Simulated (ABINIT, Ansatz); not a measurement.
# KNaMg2F6 (P4/mmm): G0W0 on several meshes in ABINIT, part 2 of 2

Wanted: mesh dependence and cost of G0W0 for KNaMg2F6 (P4/mmm).

ABINIT 10.8.3; LDA and many-body steps on it, plane waves. Known limits of the many-body steps: not at the basis limit; coarse k mesh.

So far. Step 4 (2×2×1): The gap on the mesh goes from 6.08 eV to 10.62 eV, a correction of +4.54 eV. Step 5 (Empty states on the mesh, 4×4×2 mesh, 137 bands): On this mesh the gap is 6.084 eV.

### Step 7. 4×4×2

This step: G0W0 on LDA, plane waves, norm-conserving pseudopotentials.

run.abi

```
acell 3*1.0 Angstrom
rprim 
  4.007581000000 0.000000000000 0.000000000000
  0.000000000000 4.007581000000 0.000000000000
  0.000000000000 0.000000000000 7.994870000000
ntypat 4
znucl 19 11 12 9
natom 10
typat 1 2 3 3 4 4 4 4 4 4
xred 
  0.500000000000 0.500000000000 0.500000000000
  0.500000000000 0.500000000000 0.000000000000
  0.000000000000 0.000000000000 0.246633000000
  0.000000000000 0.000000000000 0.753367000000
  0.500000000000 0.000000000000 0.243520000000
  0.500000000000 0.000000000000 0.756480000000
  0.000000000000 0.500000000000 0.756480000000
  0.000000000000 0.500000000000 0.243520000000
  0.000000000000 0.000000000000 0.000000000000
  0.000000000000 0.000000000000 0.500000000000
pp_dirpath "pseudos"
pseudos "K.upf, Na.upf, Mg.upf, F.upf"
ecut 38
ngkpt 4 4 2
nshiftk 1
shiftk 0 0 0
kptopt 1
chksymbreak 0
istwfk *1
occopt 1
irdwfk 1
optdriver 4
nband 125
gwcalctyp 0
ecutsigx 38
symsigma 1
nkptgw 2
kptgw 
  0.5000000000 0.5000000000 0.0000000000
  0.0000000000 0.0000000000 0.0000000000
bdgw 
  39 42
  38 42
ecuteps 4.2
irdscr 1
ppmodel 1
indata_prefix "in"
outdata_prefix "out"
tmpdata_prefix "tmp"
```

Started as:

```bash
OMP_NUM_THREADS=1 mpirun -n 4 abinit run.abi > log
```

Numbers of over 12 decimals in the logs are rounded to 6 here.

The program printed:

```text
.Version 10.8.3 of ABINIT. v10.8.2 released Aug 2026.

 Symmetries : space group P4/m m m (#123); Bravais tP (primitive tetrag.)
[... echo of the input left out ...]
== DATASET  1 ==================================================================
-   mpi_nproc: 4, omp_nthreads: 1 (-1 if OMP is not activated)

--- !DatasetInfo
iteration_state: {dtset: 1, }
dimensions: {natom: 10, nkpt: 12, mband: 125, nsppol: 1, nspinor: 1, nspden: 1, mpw: 9813, }
cutoff_energies: {ecut:  38.0, pawecutdg:  -1.0, }
electrons: {nelect:   8.00000000E+01, charge:   0.00000000E+00, occopt:   1.00000000E+00, tsmear:   1.00000000E-02, }

 SIGMA: Calculation of the GW corrections

 Based on a program developped by R.W. Godby, V. Olevano, G. Onida, and L. Reining.
 Incorporated in ABINIT by V. Olevano, G.-M. Rignanese, and M. Torrent.
.Using double precision arithmetic ; gwpc =  8

[... cell and pseudopotentials left out ...]
--------------------------------------------------------------------------------

 ==== K-mesh for the wavefunctions ====
 Number of points in the irreducible wedge :    12
[... list of points left out ...]
 Together with 16 symmetry operations and time-reversal symmetry
 yields    32 points in the full Brillouin Zone.

 ==== Q-mesh for screening function ====
 Number of points in the irreducible wedge :    12
[... list of points left out ...]
 Together with 16 symmetry operations and time-reversal symmetry
 yields    32 points in the full Brillouin Zone.

 vcoul_init : cutoff-mode = AUXILIARY_FUNCTION
 q-points for optical limit:   1
     1)      0.000010    0.000020    0.000030
 setmesh: FFT mesh size selected  =    45x   45x   90
          total number of points  =       182250

 Number of electrons calculated from density =   80.0000; Expected =   80.0000
[...]
number of omega for Sigma on real axis              0
 max omega for Sigma on real axis  [eV]           0.00
 zcut for avoiding poles [eV]                     0.10

 EPSILON^-1 parameters (SCR file):
 dimension of the eps^-1 matrix on file            353
 dimension of the eps^-1 matrix used               353
 number of plane-waves for wavefunctions          9813
 number of bands                                   125
 number of q-points in IBZ                          12
 number of frequencies                               2
 number of real frequencies                          1
 number of imag frequencies                          1

 matrix elements of self-energy operator (all in [eV])

 Perturbative Calculation

--- !SelfEnergy_ee
iteration_state: {dtset: 1, }
kpoint     : [   0.500,    0.500,    0.000, ]
spin       : 1
KS_gap     :   10.008
QP_gap     :   14.953
Delta_QP_KS:    4.945
data: !SigmaeeData |
     Band     E0 <VxcDFT>   SigX SigC(E0)      Z dSigC/dE  Sig(E)    E-E0       E
       39  -0.513 -22.620 -30.511   5.075   0.821  -0.217 -24.933  -2.313  -2.826
       40  -0.513 -22.620 -30.511   5.075   0.821  -0.217 -24.933  -2.313  -2.826
       41   9.495 -10.628  -5.314  -2.372   0.895  -0.118  -7.996   2.632  12.127
[...]
--- !SelfEnergy_ee
iteration_state: {dtset: 1, }
kpoint     : [   0.000,    0.000,    0.000, ]
spin       : 1
KS_gap     :    6.484
QP_gap     :   11.028
Delta_QP_KS:    4.544
data: !SigmaeeData |
     Band     E0 <VxcDFT>   SigX SigC(E0)      Z dSigC/dE  Sig(E)    E-E0       E
[...]
41   5.571 -10.646  -5.750  -2.425   0.899  -0.113  -8.425   2.220   7.791
       42   8.512 -12.319  -7.042  -2.340   0.888  -0.127  -9.712   2.607  11.120

== END DATASET(S) ==============================================================
================================================================================

 -outvars: echo values of variables after computation  --------
           etotal      0.0000000000E+00
            nband         125
             nkpt          12
          spgroup         123
 [... the other variables as echoed above ...]

 Calculation completed.
```

Wall time 21 s (4 MPI ranks of AMD EPYC 9R45, shared host); peak memory 2.6 GiB; 84 s of CPU time.

Numbers from this step:

| Item | Value |
| --- | --- |
| G0W0 gap on the points computed | 10.62 eV |
| starting gap on the mesh | 6.084 eV |
| k of the valence top | 0.5, 0.5, 0 |
| k of the conduction bottom | 0, 0, 0 |
| Z at the valence top | 0.821 |
| Z at the conduction bottom | 0.899 |
| least direct G0W0 gap on the computed points | 11.03 eV |

Against G0W0 in ABINIT (2×2×1 mesh, 125 bands, screening to 114.3 eV, Godby-Needs plasmon pole), the gap moves by −0.007 eV.

### Step 8. The runs together

Times are wall times on 4 MPI ranks of AMD EPYC 9R45, shared host, good to a factor of about two. A run's time includes the screening step that it read.

| run | mesh | bands | screening cutoff (eV) | DFT gap (eV) | gap on the mesh (eV) | direct (eV) | ε∞ used | time |
| --- | --- | --- | --- | --- | --- | --- | --- | --- |
| 2×2×1 | 2×2×1 | 125 | 114.3 | 6.084 | 10.624 | 11.047 | 1.99 | 28 s |
| 4×4×2 | 4×4×2 | 125 | 114.3 | 6.084 | 10.617 | 11.028 | 1.95 | 2.7 min |

### Step 9. Summary of results

| Property | Result |
| --- | --- |
| 2×2×1 | 10.624 eV |
| 4×4×2 | 10.617 eV |
| known limits | not at the basis limit; coarse k mesh |

In words: 4×4×2: −0.007 eV against 2×2×1. Bands and cutoff are finite, so the gap is not at the basis limit. The miss can reach some tenths of an eV and take either sign; the mesh is an error of its own. In the first G0W0 run levels were corrected at 2 k points alone, so a gap called «on the mesh» is the least over those, and an edge elsewhere would be missed. The 2×2×1 mesh is coarse for this cell, which bears on the long-range parts of exchange and screening.

[Paths, hosts, dates, memory and timing lines, banners, echoed tables and standing remarks are left out of the program output.]

[Logs are printed without paths, hosts, clocks, repeated set-up lines and the standing remarks that a program may print on its own settings, such as how far it seeks lower states.]

[Runs of the session that timed out or met a known fault of the program may be left out.]

[No measured gap is set beside runs whose start may be inverted or whose files or cutoffs have a known fault.]

[Hosts, paths, dates, database ids (printed as entryN), source tags and the programs' standing remarks are cut or masked in the printed files.]

[G0W0 gaps are taken among the corrected bands and points alone; a level outside them can change the order at an edge.]

[Where Ansatz stands beside ABINIT at settings called matched, ABINIT's density can come from a denser mesh and the files from another edition; pairs whose starting gaps differed by over 0.03 eV were left out, so agreement reads better than it is.]
